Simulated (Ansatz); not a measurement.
# KMgF3 (model cell, started as cubic perovskite with Mg in the octahedra): relaxing the cell for a phonon run

Task: relax KMgF3 (model cell, started as cubic perovskite with Mg in the octahedra) tightly.

Main program and level: Ansatz 0.2.0; DFT PBEsol, scalar-relativistic, plane waves, PAW; PAW set soft_1.

Most raw output is cut from this account.

### Step 1. The starting structure

Symmetry: Pm-3m, No. 221, cubic system. Conventional cell: a = 4.018 Å, b = 4.018 Å, c = 4.018 Å, α = 90.00°, β = 90.00°, γ = 90.00°. K has 12 F at 2.84 Å nearest. Nearest to Mg lie 6 F at 2.01 Å. Nearest to F lie 2 Mg at 2.01 Å and 4 K at 2.84 Å. Farther neighbours and most contacts between anions are not listed.

### Step 2. A coarse first look

First a cheap look: the gap decides the mesh and the occupations, the pressure tells how far the cell has to move.

The input, input.yaml:

```yaml
crystal:
  lattice:
    - [4.018, 0.0, 0.0]
    - [0.0, 4.018, 0.0]
    - [0.0, 0.0, 4.018]
  atoms:
    - { symbol: K, position: [0.0, 0.0, 0.0] }
    - { symbol: Mg, position: [0.5, 0.5, 0.5] }
    - { symbol: F, position: [0.5, 0.5, 0.0] }
    - { symbol: F, position: [0.5, 0.0, 0.5] }
    - { symbol: F, position: [0.0, 0.5, 0.5] }
kpoints:
  mp_grid: { grid: [4, 4, 4] }
hamiltonian:
  xc: pbesol
  pseudopotentials: { kind: paw, azcp: { folder: soft_1 }, xc_functional: pbe }
scf:
  occupations: { method: gaussian, width: 0.1 }
output:
  forces: true
  stress: true
  eigenvalues: true
```

On the command line:

```
$ ansatz run input.yaml --threads 4 --pin off --max-ram 16384MiB --backend cpu --events-out ev --progress --plain --runs-dir out
```

The job ended after 0.47 s (4 threads of Arm Neoverse V2, shared host; peak memory 0.29 GiB).

A gap read on the k-mesh alone can miss the band edges.

This step gave:

| Property | Result |
| --- | --- |
| pressure | -1.335 GPa |
| gap on the k-mesh | 6.972 eV |
| volume per atom | 12.97 Å³ |
| direct gap on mesh | 7.294 eV |

The coarse mesh shows a gap of 6.97 eV and a pressure of -1.3 GPa.

### Step 3. Bringing the structure to rest

The cell and atoms are relaxed, since residual forces and stress would shift the frequencies.

input.yaml, the sections that differ from step 2:

```yaml
kpoints:
  mp_grid: { grid: [6, 6, 6] }
scf:
  occupations: { method: gaussian, width: 0.02 }
output:
  forces: true
  stress: true
  eigenvalues: true
  write_density: true
  write_potential: true
  elf: true
  volumetric_format: npy
relax:
  adjacent_minimum: "off"
  f_tol: 0.005
  max_steps: 80
  cell: { stress_tol: 0.05 }
# crystal, hamiltonian: as in step 2
```

Run time: 3.5 s. Hardware: 4 threads; peak memory 0.34 GiB.

Relaxation path:

```
step  energy less that of the first step (eV)  largest force component (eV/Å)  pressure (GPa)  volume (Å³)
   1                                   0.0000                          0.0000           -1.34        64.87
   2                                  -0.0047                          0.0000           -0.72        64.32
   3                                  -0.0075                          0.0000            0.02        63.68
  4*                                  -0.0054                          0.0000           -0.06        63.68
   5                                  -0.0055                          0.0000            0.00        63.63
  6*                                  -0.0054                          0.0000            0.00        63.63
```

Relaxation steps marked * repeat the geometry before them on a plane-wave basis chosen anew for their cell, so energy and pressure can jump there.

Forces are held to the 48 operations that the run works with; a distortion that breaks them can't arise in this run.

```
conventional cell, symmetrised  before  after  change
                         a (Å)   4.018  3.992  -0.6 %
                         b (Å)   4.018  3.992  -0.6 %
                         c (Å)   4.018  3.992  -0.6 %
              volume (Å³/atom)   12.97  12.73  -1.9 %
```

The relaxed structure:

```xyz
5
Lattice="3.9923 0.0000 0.0000 0.0000 3.9923 0.0000 0.0000 0.0000 3.9923" Properties=species:S:1:pos:R:3 pbc="T T T"
K     0.0000    0.0000    0.0000
Mg    1.9961    1.9961    1.9961
F     1.9961    1.9961    0.0000
F     1.9961    0.0000    1.9961
F     0.0000    1.9961    1.9961
```

This step gave:

- pressure: -0.002184 GPa
- gap on the k-mesh: 7.111 eV
- volume per atom: 12.73 Å³
- direct gap on mesh: 7.434 eV

Electrostatic potential energy in the ac plane at fractional y = 0.500, with atoms of Mg and F within 0.2 Å of it. With pseudopotentials it is smooth inside the atoms' cores, unlike the true potential.

Values in eV, 14 rows by 14 columns, each cell a mean:
```
 10  10  10  10   8 -16 -33 -39 -31  -7   9  10  10  10
 10  10  10  10   9  -1 -17 -23 -14   4  10  10  10  10
 10  10  10   9   8   6   3   1   4   7   9  10  10  10
  9  10   9   8   6   3  -1  -2   0   4   7   9  10   9
-12  -4   7   6   2  -8 -24 -30 -20  -4   4   7   4  -7
-36 -28  -6   5  -3 -32 -59 -66 -54 -20   0   4 -14 -31
-41 -37 -14   3  -7 -45 -67 -68 -66 -30  -2   1 -23 -39
-39 -31  -9   4  -5 -36 -62 -67 -59 -24  -1   3 -17 -33
-21 -13   4   6   1 -15 -36 -45 -32  -8   3   6  -1 -16
  6   8   9   8   5   1  -5  -7  -3   2   6   8   9   8
 10  10  10   9   8   6   4   3   5   6   8   9  10  10
 10  10  10  10   9   4  -9 -14  -6   7   9  10  10  10
 10  10  10  10   8 -13 -31 -37 -28  -4  10  10  10  10
 10  10  10  10   6 -21 -39 -41 -36 -12   9  10  10  10
```
Columns run along a (4.0 Å; values clipped at the 3rd and 97th percentile), rows up along c (4.0 Å). Atoms in or near the plane, at fractional coordinates: Mg at (0.50, 0.50), F at (0.50, 0.00), F at (0.00, 0.50).

Valence density in the ac plane at fractional y = 0.500, with atoms of Mg and F within 0.2 Å of it. It is the smooth field of the valence electrons, not physical close to the nuclei.

Ten steps, logarithmic in the rise over the least value, from '0' (0 e/Å³) to '9' (26 e/Å³), each cell a mean:
```
00002577641000
00001355421000
00000122210000
21100011100011
43210134310124
76311478731246
87421699841257
76421589731257
54210256410135
22100011100012
00000122110000
00001244321000
00002467631000
00002578742000
```
Columns run along a (4.0 Å), rows up along c (4.0 Å). Atoms in or near the plane, at fractional coordinates: Mg at (0.50, 0.50), F at (0.50, 0.00), F at (0.00, 0.50).

ELF in the ac plane at fractional y = 0.500, with atoms of Mg and F within 0.2 Å of it. It is the smooth field of the valence electrons, not physical close to the nuclei.

Ten even steps from '0' (0.01) to '9' (0.79), each cell a mean:
```
00048998997200
00026999985100
32002677741012
76310111100157
99730022200489
89950233321799
68961321321798
89951332321799
99840133201699
88510011000268
43101456531024
00015899973000
00038998996200
00048986897300
```
Columns run along a (4.0 Å), rows up along c (4.0 Å). Atoms in or near the plane, at fractional coordinates: Mg at (0.50, 0.50), F at (0.50, 0.00), F at (0.00, 0.50).

In this step the volume went from 12.97 to 12.73 Å³/atom.

### Step 4. Tight relaxation

Phonons need a cell at rest on their own settings, so the relaxation is repeated with tight tolerances on forces and stress, using the mesh and the filling of the phonon run that follows.

The input, input.yaml:

```yaml
crystal:
  lattice:
    - [3.9922685155, 0.0, 0.0]
    - [0.0, 3.9922685155, 0.0]
    - [0.0, 0.0, 3.9922685155]
  atoms:
    - { symbol: K, position: [0.0, 0.0, 0.0] }
    - { symbol: Mg, position: [0.5, 0.5, 0.5] }
    - { symbol: F, position: [0.5, 0.5, 0.0] }
    - { symbol: F, position: [0.5, 0.0, 0.5] }
    - { symbol: F, position: [0.0, 0.5, 0.5] }
kpoints:
  mp_grid: { grid: [8, 8, 8] }
hamiltonian:
  xc: pbesol
  pseudopotentials: { kind: paw, azcp: { folder: soft_1 }, xc_functional: pbe }
scf:
  occupations: { method: fixed }
output:
  forces: true
  stress: true
  eigenvalues: true
relax:
  adjacent_minimum: "off"
  f_tol: 0.001
  max_steps: 60
  cell: { stress_tol: 0.01 }
```

Wall time 2.1 s (4 threads); peak memory 0.36 GiB; 7.5 s of CPU time.

Little changed from the start: no atom moved by 0.005 Å and no cell edge by 0.1 %.

Numbers from this step:

- pressure: -0.002812 GPa

The forces vanish by symmetry and the pressure is -0.003 GPa, within the tolerances set. The cell now holds 12.73 Å³/atom.

### Step 5. Outcome

| Quantity | Value |
| --- | --- |
| space group after relaxation (within 0.01 Å) | Pm-3m |
| lattice constant a | 3.992 Å |
| lattice constant b | 3.992 Å |
| lattice constant c | 3.992 Å |
| volume per atom | 12.7 Å³ |
| gap on the k-mesh | 7.11 eV |

**Reading.** The forces vanish by symmetry and the pressure is -0.003 GPa, within the tolerances set. The cell now holds 12.73 Å³/atom. The relaxation keeps the symmetry of its start, so it says nothing on stability against lower symmetry. The PAW files were made for PBE and serve the other functionals too. The starting cell was built on a prototype and not taken from a measurement, so the phase need not exist.

[Logs are printed without paths, hosts, clocks, repeated set-up lines and the standing remarks that a program may print on its own settings, such as how far it seeks lower states.]

[Hosts, paths, dates, database ids (printed as entryN), source tags and the programs' standing remarks are cut or masked in the printed files.]
